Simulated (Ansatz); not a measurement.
## Sr2Ir (Fm-3m): the cell at rest

Task: relax Sr2Ir (Fm-3m) tightly.

Calculated with Ansatz 0.2.0; DFT PBEsol, scalar-relativistic, plane waves, PAW; PAW set soft_1.

This is a report of a sequence of runs, with most program output left out.

### Step 1. Set-up

The structure is cubic, space group Fm-3m (No. 225). The conventional cell has a = 7.224 Å, b = 7.224 Å, c = 7.224 Å, α = 90.00°, β = 90.00°, γ = 90.00°. Nearest to Sr lie 4 Ir at 3.13 Å. Nearest to Ir lie 8 Sr at 3.13 Å. Farther neighbours are not listed.

### Step 2. A coarse first look

First a cheap look: the gap decides the mesh and the occupations, the pressure tells how far the cell has to move.

Input file input.yaml:

```yaml
crystal:
  lattice:
    - [0.0, 3.61222778, 3.61222778]
    - [3.61222778, 0.0, 3.61222778]
    - [3.61222778, 3.61222778, 0.0]
  atoms:
    - { symbol: Sr, position: [0.75, 0.75, 0.75] }
    - { symbol: Sr, position: [0.25, 0.25, 0.25] }
    - { symbol: Ir, position: [0.0, 0.0, 0.0] }
kpoints:
  mp_grid: { grid: [4, 4, 4] }
hamiltonian:
  xc: pbesol
  pseudopotentials: { kind: paw, azcp: { folder: soft_1 }, xc_functional: pbe }
scf:
  occupations: { method: gaussian, width: 0.1 }
output:
  forces: true
  stress: true
  eigenvalues: true
```

On the command line:

```bash
$ ansatz run input.yaml --threads 4 --pin off --max-ram 10240MiB --backend cpu --events-out ev --progress --plain --runs-dir out
```

It took 1.2 s on 4 threads of Arm Neoverse V1, shared host; peak memory 0.34 GiB.

This step gave:

| Property | Result |
| --- | --- |
| pressure | -1.725 GPa |
| volume per atom | 31.42 Å³ |
| gap on the k-mesh | 0 eV |

The coarse mesh shows no gap and a pressure of -1.7 GPa.

### Step 3. Relaxation

The cell and atoms are relaxed, since residual forces and stress would shift the frequencies.

Edit input.yaml of step 2 so:

```diff
@@ -10,3 +10,3 @@
 kpoints:
-  mp_grid: { grid: [4, 4, 4] }
+  mp_grid: { grid: [10, 10, 10] }
 hamiltonian:
@@ -20 +20,6 @@
   eigenvalues: true
+relax:
+  adjacent_minimum: "off"
+  f_tol: 0.005
+  max_steps: 80
+  cell: { stress_tol: 0.05 }
```

Run time: 7.5 s. Hardware: 4 threads; peak memory 0.45 GiB; 28 s of CPU time.

Step by step:

```tsv
step	energy less that of the first step (eV)	largest force component (eV/Å)	pressure (GPa)	volume (Å³)
1	0.0000	0.0000	-1.59	94.27
2	-0.0194	0.0000	0.18	90.12
3	-0.0196	0.0000	-0.01	90.53
4*	-0.0193	0.0000	-0.01	90.53
```

Relaxation steps marked * repeat the geometry before them on a plane-wave basis chosen anew for their cell, so energy and pressure can jump there.

The run keeps the 48 symmetry operations that it works with, so distortions that break them were not tested.

```tsv
conventional cell, symmetrised	before	after	change
a (Å)	7.224	7.128	-1.3 %
b (Å)	7.224	7.128	-1.3 %
c (Å)	7.224	7.128	-1.3 %
volume (Å³/atom)	31.42	30.18	-4.0 %
```

Final coordinates:

```xyz
3
Lattice="0.0000 3.5638 3.5638 3.5638 0.0000 3.5638 3.5638 3.5638 0.0000" Properties=species:S:1:pos:R:3 pbc="T T T"
Sr    5.3457    5.3457    5.3457
Sr    1.7819    1.7819    1.7819
Ir    0.0000    0.0000    0.0000
```

Numbers from this step:

| Quantity | Value |
| --- | --- |
| pressure | -0.01076 GPa |
| volume per atom | 30.18 Å³ |

In this step the volume went from 31.42 to 30.18 Å³/atom.

### Step 4. Relaxing to small forces for the phonons

Phonons need a cell at rest on their own settings, so the relaxation is repeated with tight tolerances on forces and stress on the k mesh and occupations of the first response run.

input.yaml, the sections that differ from step 3:

```yaml
crystal:
  lattice:
    - [0.0, 3.5638189872, 3.5638189872]
    - [3.5638189872, 0.0, 3.5638189872]
    - [3.5638189872, 3.5638189872, 0.0]
  atoms:
    - { symbol: Sr, position: [0.75, 0.75, 0.75] }
    - { symbol: Sr, position: [0.25, 0.25, 0.25] }
    - { symbol: Ir, position: [0.0, 0.0, 0.0] }
kpoints:
  mp_grid: { grid: [12, 12, 12] }
scf:
  occupations: { method: methfessel_paxton, width: 0.2 }
relax:
  adjacent_minimum: "off"
  f_tol: 0.001
  max_steps: 60
  cell: { stress_tol: 0.01 }
# hamiltonian, output: as in step 3
```

Elapsed: 8.4 s, on 4 threads; peak memory 0.47 GiB; 32 s of CPU time.

Little changed from the start: no atom moved by 0.005 Å and no cell edge by 0.1 %.

This step gave:

- pressure: 0.007844 GPa
- volume per atom: 30.14 Å³

The forces vanish by symmetry and the pressure is 0.008 GPa, within the tolerances set. The cell now holds 30.14 Å³/atom.

### Step 5. Summary of results

| Property | Result |
| --- | --- |
| space group after relaxation (within 0.01 Å) | Fm-3m |
| lattice constant a | 7.125 Å |
| lattice constant b | 7.125 Å |
| lattice constant c | 7.125 Å |
| volume per atom | 30.1 Å³ |

In words: The forces vanish by symmetry and the pressure is 0.008 GPa, within the tolerances set. The cell now holds 30.14 Å³/atom. The relaxation keeps the symmetry of its start, so it says nothing on stability against lower symmetry. The runs are without spin polarisation, although the cell has an odd electron count. Spin-orbit coupling is left out, which can matter for the heavy elements here. The PAW files were made for PBE and serve the other functionals too.

[Logs are printed without paths, hosts, clocks, repeated set-up lines and the standing remarks that a program may print on its own settings, such as how far it seeks lower states.]

[Hosts, paths, dates, database ids (printed as entryN), source tags and the programs' standing remarks are cut or masked in the printed files.]
